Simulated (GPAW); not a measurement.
Consider Sc3SnC (Pm-3m).

```
Sn Sc C
1.0
     4.53028    0.00000    0.00000
     0.00000    4.53028    0.00000
     0.00000    0.00000    4.53028
Sn Sc C
1 3 1
Cartesian
  0.0000 0.0000 0.0000
  2.2651 0.0000 2.2651
  2.2651 2.2651 0.0000
  0.0000 2.2651 2.2651
  2.2651 2.2651 2.2651
```

Absorber: atom 2, with 2 C at 2.27 Å (linear, site symmetry 4/mmm). Method: GPAW, LDA, excited-electron core hole (neutral cell), 10-atom cell with 6.4 Å between holes, 5×5×5 k points, dipole transitions, Gaussian full width 0.9 eV up to 4 eV, rising linearly to 3.5 eV at 25 eV.

**Question.** Where do the maxima of the Sc K edge fall?

Main maxima up to 30 eV above the zero (height): 1.1 eV (0.56), 3.9 eV (0.37), 7.1 eV (1.29), 10.3 eV (1.48), 14.6 eV (1.41), 21.0 eV (1.26) and 28.0 eV (1.75). A K edge sees empty p states, which here mix into the lowest empty bands, so that weight starts at the zero. The total-energy difference is 4493.54 eV. One term is added: -21.68 eV, since the hole is spin-paired here and a spin-polarised one costs that much less in the free atom (computed apart). The photon energy is then 4471.86 eV. The tabulated edge of the element is 4492 eV. The functional leaves an error in such absolute values: in the free atom LDA prices this hole 12.5 eV below PBE (computed apart), and PBE is itself good to a few eV.

The Sc K spectrum (energy from the lowest empty level; intensity scaled to a mean of 1 over the first 20 eV):

```tsv
E (eV)	intensity
-2.0	0.00
-1.0	0.00
0.0	0.18
1.0	0.55
2.0	0.43
3.0	0.26
4.0	0.36
5.0	0.43
6.0	0.75
7.0	1.28
8.0	1.20
9.0	1.17
10.0	1.45
11.0	1.37
12.0	1.14
13.0	1.21
14.0	1.38
15.0	1.40
16.0	1.35
17.0	1.27
18.0	1.15
19.0	1.11
20.0	1.20
21.0	1.26
22.0	1.21
23.0	1.15
24.0	1.17
25.0	1.30
26.0	1.52
27.0	1.69
28.0	1.75
29.0	1.71
30.0	1.62
31.0	1.52
32.0	1.42
```

Quadrupole 1s→3d transitions, which feed the pre-edge, are not in the dipole spectrum. The holes are only 6.4 Å apart, so the shape is probably not converged with cell size; no larger cell was run here. The mesh is coarse (0.28 Å⁻¹ between points), so small maxima may be mesh ripples. Lifetime broadening is put in by hand, and intensities beyond about 20 eV depend on it and on the partial waves. The structure is a computed Materials Project entry and may be a hypothetical form.

[Banner, clock and machine lines of the logs are left out without a mark of their own.]

[Logs are printed without paths, hosts, clocks, repeated set-up lines and the standing remarks that a program may print on its own settings, such as how far it seeks lower states.]

[Hosts, paths, dates, database ids (printed as entryN), source tags and the programs' standing remarks are cut or masked in the printed files.]

[Lists of maxima count a maximum above −3 eV only where it reaches 4 % of the highest in the window and stands out from its surroundings by 2 % of it (1.5 % where it reaches 55 %); shoulders and weaker maxima are passed over, and of the rest the first, up to two pre-edge ones and the few strongest are named.]
